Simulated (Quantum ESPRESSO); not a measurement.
# How volume moves the moments of NiO

Wanted: the trend of the moments of NiO with volume.

Calculated with Quantum ESPRESSO 7.5; LDA with U = 6 eV on Ni d (ortho-atomic projectors); plane waves with GBRV 1.5 LDA potentials, no spin-orbit coupling.

## Step 1: Set-up

Symmetry: Fm-3m, No. 225, cubic system. The conventional cell has a = 4.177 Å, b = 4.177 Å, c = 4.177 Å, α = 90.00°, β = 90.00°, γ = 90.00°. Nearest to Ni lie 6 O at 2.09 Å. Nearest to O lie 6 Ni at 2.09 Å. Farther neighbours and most contacts between anions are not listed.

The lattice constants were typed from memory of published values and not checked against a source.

## Step 2: Volume 0.88, ferro +

All lengths scale alike; the factor is that of the volume. Atoms keep their fractional places. Seeded atoms are those given a starting moment.

File pw.in:

```
&CONTROL
  calculation = 'scf'
  prefix = 'pwscf'
  outdir = './tmp'
  pseudo_dir = './pseudo'
  disk_io = 'nowf'
  tprnfor = .true.
  tstress = .true.
/
&SYSTEM
  ibrav = 0
  celldm(1) = 8
  nat = 2
  ntyp = 2
  ecutwfc = 40
  ecutrho = 280
  nbnd = 20
  occupations = 'smearing'
  smearing = 'fd'
  degauss = 0.00367493
  nspin = 2
  starting_magnetization(1) = 0.1111
  starting_magnetization(2) = 0
/
&ELECTRONS
  conv_thr = 4d-09
  electron_maxstep = 150
  mixing_beta = 0.3
/
ATOMIC_SPECIES
Ni     58.6934 ni_lda_v1.4.uspp.F.UPF
O      15.9990 o_lda_v1.2.uspp.F.UPF
CELL_PARAMETERS alat
   0.0000000000000    0.4727565816007    0.4727565816007
   0.4727565816007    0.0000000000000    0.4727565816007
   0.4727565816007    0.4727565816007    0.0000000000000
ATOMIC_POSITIONS crystal
Ni      0.0000000000    0.0000000000    0.0000000000
O       0.5000000000    0.5000000000    0.5000000000
K_POINTS automatic
12 12 12 0 0 0
HUBBARD {ortho-atomic}
U Ni-3d 6.0000
```

The run is started by

```bash
OMP_NUM_THREADS=1 mpirun -n 4 pw.x -nk 4 -in pw.in > pw.out
```

Output:

```text
Program PWSCF v.7.5 starts

     Message from routine setup:
     using ibrav=0 with symmetry is DISCOURAGED, use correct ibrav instead

     K-points division:     npool     =       4
     Subspace diagonalization in iterative solution of the eigenvalue problem:

     bravais-lattice index     =            0
     lattice parameter (alat)  =       8.0000  a.u.
     unit-cell volume          =     108.1964 (a.u.)^3
     number of atoms/cell      =            2
     number of atomic types    =            2
     number of electrons       =        24.00
     number of Kohn-Sham states=           20
     kinetic-energy cutoff     =      40.0000  Ry
     charge density cutoff     =     280.0000  Ry
     scf convergence threshold =      4.0E-09
     mixing beta               =       0.3000
     number of iterations used =            8  plain     mixing
     Exchange-correlation= SLA  PZ   NOGX NOGC
                           (   1   1   0   0   0   0   0)
     Hubbard projectors: ortho-atomic
     Hubbard parameters of DFT+U (Dudarev formulation) in eV:
     U(Ni-3d) =  6.0000

     Internal variables: lda_plus_u =T, lda_plus_u_kind = 0

     Internal variables: orbital_resolved =F, hub_pot_fix =F, apply_U = F

     celldm(1)=   8.000000  celldm(2)=   0.000000  celldm(3)=   0.000000
     celldm(4)=   0.000000  celldm(5)=   0.000000  celldm(6)=   0.000000

     crystal axes: (cart. coord. in units of alat)
               a(1) = (   0.000000   0.472757   0.472757 )
               a(2) = (   0.472757   0.000000   0.472757 )
               a(3) = (   0.472757   0.472757   0.000000 )

     reciprocal axes: (cart. coord. in units 2 pi/alat)
               b(1) = ( -1.057627  1.057627  1.057627 )
               b(2) = (  1.057627 -1.057627  1.057627 )
               b(3) = (  1.057627  1.057627 -1.057627 )

     PseudoPot. # 1 for Ni read from file:
     ni_lda_v1.4.uspp.F.UPF
     Pseudo is Ultrasoft + core correction, Zval = 18.0

     PseudoPot. # 2 for O  read from file:
     o_lda_v1.2.uspp.F.UPF
     Pseudo is Ultrasoft + core correction, Zval =  6.0

     atomic species   valence    mass     pseudopotential
     Ni               18.00    58.69340     Ni( 1.00)
     O                 6.00    15.99900     O ( 1.00)

     Starting magnetic structure
     atomic species   magnetization
     Ni              0.111
     O               0.000

     48 Sym. Ops., with inversion, found

   Cartesian axes

     site n.     atom                  positions (alat units)
         1        Ni     tau(   1) = (   0.0000000   0.0000000   0.0000000  )
         2        O      tau(   2) = (   0.4727566   0.4727566   0.4727566  )

     number of k points=    72  Fermi-Dirac smearing, width (Ry)=  0.0037
                       cart. coord. in units 2pi/alat
        k(    1) = (   0.0000000   0.0000000   0.0000000), wk =   0.0005787
        k(    2) = (   0.0881356   0.0881356  -0.0881356), wk =   0.0046296
        k(    3) = (   0.1762711   0.1762711  -0.1762711), wk =   0.0046296
        k(    4) = (   0.2644067   0.2644067  -0.2644067), wk =   0.0046296
        k(    5) = (   0.3525422   0.3525422  -0.3525422), wk =   0.0046296
        [... 67 further k-points ...]

     Dense  grid:     8609 G-vectors     FFT dimensions: (  30,  30,  30)

     Smooth grid:     3695 G-vectors     FFT dimensions: (  24,  24,  24)

     Check: negative core charge=   -0.000016
     Generating pointlists ...
     new r_m :   0.1950 (alat units)  1.5601 (a.u.) for type    1
     new r_m :   0.1950 (alat units)  1.5601 (a.u.) for type    2

     Initial potential from superposition of free atoms

     starting charge      22.0000, renormalised to      24.0000

     STARTING HUBBARD OCCUPATIONS:

     =================== HUBBARD OCCUPATIONS ===================
     ------------------------ ATOM    1 ------------------------
     Tr[ns(  1)] (up, down, total) =   5.00000  3.00000  8.00000
     Atomic magnetic moment for atom   1 =   2.00000
     [... lines left out ...]
     Number of occupied Hubbard levels =    8.0000

     Atomic wfc used for Hubbard projectors are orthogonalized

     Starting wfcs are   17 randomized atomic wfcs +    3 random wfcs

     Self-consistent Calculation

     iteration #  1     ecut=    40.00 Ry     beta= 0.30
     Davidson diagonalization with overlap
     ethr =  1.00E-02,  avg # of iterations =  5.8

     =================== HUBBARD OCCUPATIONS ===================
     ------------------------ ATOM    1 ------------------------
     Tr[ns(  1)] (up, down, total) =   3.43599  1.00880  4.44479
     Atomic magnetic moment for atom   1 =   2.42718
     [... lines left out ...]
     Number of occupied Hubbard levels =    4.4448

     total energy              =    -368.21927563 Ry
     estimated scf accuracy    <      25.12891607 Ry

     total magnetization       =     2.57 Bohr mag/cell
     absolute magnetization    =     2.62 Bohr mag/cell

     iteration #  2     ecut=    40.00 Ry     beta= 0.30
     Davidson diagonalization with overlap
     ethr =  1.00E-02,  avg # of iterations =  3.1

     total energy              =    -373.89126025 Ry
     estimated scf accuracy    <       8.81667354 Ry

     total magnetization       =     0.27 Bohr mag/cell
     absolute magnetization    =     0.28 Bohr mag/cell

     [... further iterations left out ...]

     iteration # 12     ecut=    40.00 Ry     beta= 0.30
     Davidson diagonalization with overlap
     ethr =  6.82E-11,  avg # of iterations =  1.7

     total energy              =    -375.29066700 Ry
     estimated scf accuracy    <          8.2E-09 Ry

     total magnetization       =     2.00 Bohr mag/cell
     absolute magnetization    =     2.01 Bohr mag/cell

     iteration # 13     ecut=    40.00 Ry     beta= 0.30
     Davidson diagonalization with overlap
     ethr =  3.41E-11,  avg # of iterations =  1.4

     Magnetic moment per site  (integrated on atomic sphere of radius R)
     atom   1 (R=0.195)  charge= 15.4875  magn=  1.6695
     atom   2 (R=0.195)  charge=  5.5990  magn=  0.2614

     End of self-consistent calculation

     =================== HUBBARD OCCUPATIONS ===================
     ------------------------ ATOM    1 ------------------------
     Tr[ns(  1)] (up, down, total) =   4.96853  3.28095  8.24948
     Atomic magnetic moment for atom   1 =   1.68757
     [... lines left out ...]
     Number of occupied Hubbard levels =    8.2495

     Number of k-points >= 100: set verbosity='high' to print the bands.

     the Fermi energy is    16.7711 ev

!    total energy              =    -375.29066707 Ry
     estimated scf accuracy    <          7.2E-10 Ry
     smearing contrib. (-TS)   =      -0.00000001 Ry
     internal energy E=F+TS    =    -375.29066706 Ry

     The total energy is F=E-TS. E is the sum of the following terms:
     one-electron contribution =    -200.11981836 Ry
     hartree contribution      =     116.55657543 Ry
     xc contribution           =     -42.47582669 Ry
     ewald contribution        =    -249.32659893 Ry
     Hubbard energy            =       0.07500149 Ry

     total magnetization       =     2.00 Bohr mag/cell
     absolute magnetization    =     2.01 Bohr mag/cell

     convergence has been achieved in  13 iterations

     Forces acting on atoms (cartesian axes, Ry/au):

     atom    1 type  1   force =    -0.00000000   -0.00000000    0.00000000
     atom    2 type  2   force =     0.00000000    0.00000000   -0.00000000

     Total force =     0.000000     Total SCF correction =     0.000000

     Computing stress (Cartesian axis) and pressure

          total   stress  (Ry/bohr**3)                   (kbar)     P=      276.89
   0.00188224  -0.00000000   0.00000000          276.89       -0.00        0.00
  -0.00000000   0.00188224   0.00000000           -0.00      276.89        0.00
   0.00000000   0.00000000   0.00188224            0.00        0.00      276.89

=------------------------------------------------------------------------------=
   JOB DONE.
=------------------------------------------------------------------------------=
```

Elapsed: 8.7 s, on 4 MPI ranks of AMD EPYC 7B13 (Zen 3), shared host; peak memory 0.3 GiB.

Spin moment in the atom's sphere by atom:

```tsv
atom	spin moment in the atom's sphere (μB)
Ni1	1.67
O2	0.26
```

Numbers from this step:

```yaml
smearing_term_ts: 1.16e-7 eV
pressure: 27.69 GPa
magnetization: 2 μB
absolute_magnetization: 2.011 μB
final_state: ferromagnetic
```

## Step 3: Volume 0.88, antiferro q=(0,0,1/2) +-

The wavevector q is in fractions of the reciprocal vectors of the crystal's primitive cell, as the cells of these inputs are built from it; moments change sign between cells as cos(2π q·R).

File pw.in:

```
&CONTROL
  calculation = 'scf'
  prefix = 'pwscf'
  outdir = './tmp'
  pseudo_dir = './pseudo'
  disk_io = 'nowf'
  tprnfor = .true.
  tstress = .true.
/
&SYSTEM
  ibrav = 0
  celldm(1) = 8
  nat = 4
  ntyp = 3
  ecutwfc = 40
  ecutrho = 280
  nbnd = 33
  occupations = 'smearing'
  smearing = 'fd'
  degauss = 0.00367493
  nspin = 2
  starting_magnetization(1) = 0.1111
  starting_magnetization(2) = -0.1111
  starting_magnetization(3) = 0
/
&ELECTRONS
  conv_thr = 8d-09
  electron_maxstep = 150
  mixing_beta = 0.3
/
ATOMIC_SPECIES
Ni1    58.6934 ni_lda_v1.4.uspp.F.UPF
Ni2    58.6934 ni_lda_v1.4.uspp.F.UPF
O      15.9990 o_lda_v1.2.uspp.F.UPF
CELL_PARAMETERS alat
   0.0000000000000    0.4727565816007    0.4727565816007
   0.4727565816007    0.0000000000000    0.4727565816007
   0.9455131631991    0.9455131631991    0.0000000000000
ATOMIC_POSITIONS crystal
Ni1     0.0000000000    0.0000000000    0.0000000000
Ni2     0.0000000000    0.0000000000    0.5000000000
O       0.5000000000    0.5000000000    0.2500000000
O       0.5000000000    0.5000000000    0.7500000000
K_POINTS automatic
12 12 6 0 0 0
HUBBARD {ortho-atomic}
U Ni1-3d 6.0000
U Ni2-3d 6.0000
```

Output:

```text
     [... lines left out ...]
Program PWSCF v.7.5 starts
     [... lines left out ...]
     number of atoms/cell      =            4
     [... lines left out ...]
     number of electrons       =        48.00
     number of Kohn-Sham states=           33
     kinetic-energy cutoff     =      40.0000  Ry
     charge density cutoff     =     280.0000  Ry
     scf convergence threshold =      8.0E-09
     [... lines left out ...]
     12 Sym. Ops., with inversion, found
     [... lines left out ...]
     number of k points=    98  Fermi-Dirac smearing, width (Ry)=  0.0037
     [... lines left out ...]
     iteration # 16     ecut=    40.00 Ry     beta= 0.30
     [... lines left out ...]
     Magnetic moment per site  (integrated on atomic sphere of radius R)
     atom   1 (R=0.195)  charge= 15.5062  magn=  1.5823
     atom   2 (R=0.195)  charge= 15.5062  magn= -1.5823
     atom   3 (R=0.195)  charge=  5.5828  magn=  0.0000
     atom   4 (R=0.195)  charge=  5.5828  magn=  0.0000
     [... lines left out ...]
     Tr[ns(  1)] (up, down, total) =   4.95240  3.34181  8.29421
     [... lines left out ...]
     Tr[ns(  2)] (up, down, total) =   3.34181  4.95240  8.29421
     [... lines left out ...]
     the Fermi energy is    16.4379 ev
!    total energy              =    -750.60825536 Ry
     estimated scf accuracy    <          2.6E-10 Ry
     smearing contrib. (-TS)   =      -0.00000000 Ry
     [... lines left out ...]
     total magnetization       =    -0.00 Bohr mag/cell
     absolute magnetization    =     3.45 Bohr mag/cell
     convergence has been achieved in  16 iterations
     [... lines left out ...]
     Total force =     0.000000     Total SCF correction =     0.000001
     [... lines left out ...]
          total   stress  (Ry/bohr**3)                   (kbar)     P=      222.83
     [... lines left out ...]
```

It took 40 s on 4 MPI ranks; peak memory 0.46 GiB; 2.7 min of CPU time.

Spin moment in the atom's sphere by atom:

```tsv
atom	spin moment in the atom's sphere (μB)
Ni1	1.58
Ni2	-1.58
O3	0.00
O4	0.00
```

Read from the output:

```
smearing term TS       : 3.31e-13 eV
pressure               : 22.28 GPa
magnetization          : 0 μB
absolute magnetization : 3.445 μB
final state            : antiferromagnetic
```

## Step 4: Volume 0.88, no spin polarisation

File pw.in:

```
&CONTROL
  calculation = 'scf'
  prefix = 'pwscf'
  outdir = './tmp'
  pseudo_dir = './pseudo'
  disk_io = 'nowf'
  tprnfor = .true.
  tstress = .true.
/
&SYSTEM
  ibrav = 0
  celldm(1) = 8
  nat = 2
  ntyp = 2
  ecutwfc = 40
  ecutrho = 280
  nbnd = 19
  occupations = 'smearing'
  smearing = 'fd'
  degauss = 0.00367493
/
&ELECTRONS
  conv_thr = 4d-09
  electron_maxstep = 150
  mixing_beta = 0.3
/
ATOMIC_SPECIES
Ni     58.6934 ni_lda_v1.4.uspp.F.UPF
O      15.9990 o_lda_v1.2.uspp.F.UPF
CELL_PARAMETERS alat
   0.0000000000000    0.4727565816007    0.4727565816007
   0.4727565816007    0.0000000000000    0.4727565816007
   0.4727565816007    0.4727565816007    0.0000000000000
ATOMIC_POSITIONS crystal
Ni      0.0000000000    0.0000000000    0.0000000000
O       0.5000000000    0.5000000000    0.5000000000
K_POINTS automatic
12 12 12 0 0 0
HUBBARD {ortho-atomic}
U Ni-3d 6.0000
```

Output:

```text
     [... lines left out ...]
Program PWSCF v.7.5 starts
     [... lines left out ...]
     number of atoms/cell      =            2
     [... lines left out ...]
     number of electrons       =        24.00
     number of Kohn-Sham states=           19
     kinetic-energy cutoff     =      40.0000  Ry
     charge density cutoff     =     280.0000  Ry
     scf convergence threshold =      4.0E-09
     [... lines left out ...]
     48 Sym. Ops., with inversion, found
     [... lines left out ...]
     number of k points=    72  Fermi-Dirac smearing, width (Ry)=  0.0037
     [... lines left out ...]
     iteration # 11     ecut=    40.00 Ry     beta= 0.30
     [... lines left out ...]
     Tr[ns(  1)] =   8.55043
     [... lines left out ...]
     the Fermi energy is    16.3061 ev
!    total energy              =    -375.19041815 Ry
     estimated scf accuracy    <          2.2E-10 Ry
     smearing contrib. (-TS)   =      -0.00096979 Ry
     [... lines left out ...]
     convergence has been achieved in  11 iterations
     [... lines left out ...]
     Total force =     0.000000     Total SCF correction =     0.000000
     [... lines left out ...]
          total   stress  (Ry/bohr**3)                   (kbar)     P=       66.57
     [... lines left out ...]
```

Elapsed: 4.5 s, on 4 MPI ranks; peak memory 0.28 GiB.

Numbers from this step:

* smearing term TS: 0.01319 eV
* pressure: 6.657 GPa
* final state: non-magnetic (no spin polarisation)

## Step 5: Volume 1.12, ferro +

pw.in, as its differences from that of step 4:

```diff
@@ -16,3 +16,3 @@
   ecutrho = 280
-  nbnd = 19
+  nbnd = 20
   occupations = 'smearing'
@@ -20,2 +20,5 @@
   degauss = 0.00367493
+  nspin = 2
+  starting_magnetization(1) = 0.1111
+  starting_magnetization(2) = 0
 /
@@ -30,5 +33,5 @@
 CELL_PARAMETERS alat
-   0.0000000000000    0.4727565816007    0.4727565816007
-   0.4727565816007    0.0000000000000    0.4727565816007
-   0.4727565816007    0.4727565816007    0.0000000000000
+   0.0000000000000    0.5123295045716    0.5123295045716
+   0.5123295045716    0.0000000000000    0.5123295045716
+   0.5123295045716    0.5123295045716    0.0000000000000
 ATOMIC_POSITIONS crystal
```

Output:

```text
     [... lines left out ...]
Program PWSCF v.7.5 starts
     [... lines left out ...]
     number of atoms/cell      =            2
     [... lines left out ...]
     number of electrons       =        24.00
     number of Kohn-Sham states=           20
     kinetic-energy cutoff     =      40.0000  Ry
     charge density cutoff     =     280.0000  Ry
     scf convergence threshold =      4.0E-09
     [... lines left out ...]
     48 Sym. Ops., with inversion, found
     [... lines left out ...]
     number of k points=    72  Fermi-Dirac smearing, width (Ry)=  0.0037
     [... lines left out ...]
     iteration # 12     ecut=    40.00 Ry     beta= 0.30
     [... lines left out ...]
     Magnetic moment per site  (integrated on atomic sphere of radius R)
     atom   1 (R=0.211)  charge= 15.7300  magn=  1.7230
     atom   2 (R=0.211)  charge=  5.7816  magn=  0.2229
     [... lines left out ...]
     Tr[ns(  1)] (up, down, total) =   4.97777  3.23465  8.21243
     [... lines left out ...]
     the Fermi energy is    11.7897 ev
!    total energy              =    -375.28920529 Ry
     estimated scf accuracy    <          1.3E-09 Ry
     smearing contrib. (-TS)   =      -0.00000000 Ry
     [... lines left out ...]
     total magnetization       =     2.00 Bohr mag/cell
     absolute magnetization    =     2.01 Bohr mag/cell
     convergence has been achieved in  12 iterations
     [... lines left out ...]
     Total force =     0.000000     Total SCF correction =     0.000000
     [... lines left out ...]
          total   stress  (Ry/bohr**3)                   (kbar)     P=     -255.62
     [... lines left out ...]
```

Wall time 8.3 s (4 MPI ranks); peak memory 0.32 GiB; 32 s of CPU time.

Numbers from this step:

| Quantity | Value |
| --- | --- |
| smearing term TS | 4.90e-10 eV |
| pressure | -25.56 GPa |
| magnetization | 2 μB |
| absolute magnetization | 2.012 μB |
| final state | ferromagnetic |
| largest moment | 1.723 μB |

## Step 6: All points

The runs not shown differ from these in the moved quantity alone.

States, by row:

```tsv
volume	ferro +	antiferro q=(0,0,1/2) +-	no spin polarisation
0.88	ferromagnetic	antiferromagnetic	non-magnetic
0.91	ferromagnetic	antiferromagnetic	non-magnetic
0.94	ferromagnetic	antiferromagnetic	non-magnetic
0.97	ferromagnetic	antiferromagnetic	non-magnetic
1	ferromagnetic	antiferromagnetic	non-magnetic
1.03	ferromagnetic	antiferromagnetic	non-magnetic
1.06	ferromagnetic	antiferromagnetic	non-magnetic
1.09	ferromagnetic	antiferromagnetic	non-magnetic
1.12	ferromagnetic	antiferromagnetic	non-magnetic
```

The largest site moment by volume:

```tsv
volume (factor)	ferro + (μB)	antiferro q=(0,0,1/2) +- (μB)
0.8800	1.67	1.58
0.9100	1.68	1.60
0.9400	1.69	1.61
0.9700	1.69	1.62
1.0000	1.70	1.63
1.0300	1.71	1.64
1.0600	1.71	1.65
1.0900	1.72	1.66
1.1200	1.72	1.67
```

The energy less that of the parallel start by volume; values in meV a seeded atom:

```tsv
volume (factor)	antiferro q=(0,0,1/2) +-	no spin polarisation
0.8800	-183	1364
0.9100	-166	1433
0.9400	-151	1497
0.9700	-137	1555
1.0000	-126	1608
1.0300	-115	1656
1.0600	-106	1700
1.0900	-97.7	1741
1.1200	-90.4	1777
```

The energy over the lowest by volume; values in meV an atom:

```tsv
volume (factor)	ferro +	antiferro q=(0,0,1/2) +-	no spin polarisation
0.8800	153	61.7	835
0.9100	108	25.1	825
0.9400	81.0	5.67	829
0.9700	68.7	0	846
1.0000	69.5	6.74	873
1.0300	80.7	23.1	909
1.0600	101	48.0	951
1.0900	129	79.8	999
1.1200	163	118	1052
```

## Step 7: Outcome

```yaml
moment_parallel_start: 1.67 to 1.72 μB
states_met_from_these_starts: antiferromagnetic and ferromagnetic
```

The moment of the parallel start goes from 1.67 μB at 0.88 to 1.72 μB at 1.12. The net moment of the cell goes from 2 to 2 μB. The radius of the spheres follows the nearest distance, so part of the change of the site moments is the spheres'. The largest moment of the start antiferro q=(0,0,1/2) +- lies between 1.58 and 1.67 μB. The start antiferro q=(0,0,1/2) +- lies under the parallel one at every finished point, by 90.4 to 183 meV a seeded atom.

[Logs and program files are shortened in this print: banners, set-up blocks, solver, clock and traceback lines can be left out without a mark of their own.]

[Logs are printed without paths, hosts, clocks, repeated set-up lines and the standing remarks that a program may print on its own settings, such as how far it seeks lower states.]

[Hosts, paths, dates, database ids (printed as entryN), source tags and the programs' standing remarks are cut or masked in the printed files.]

[Where a cell is said to come from a database of computed structures, the database is the Materials Project.]
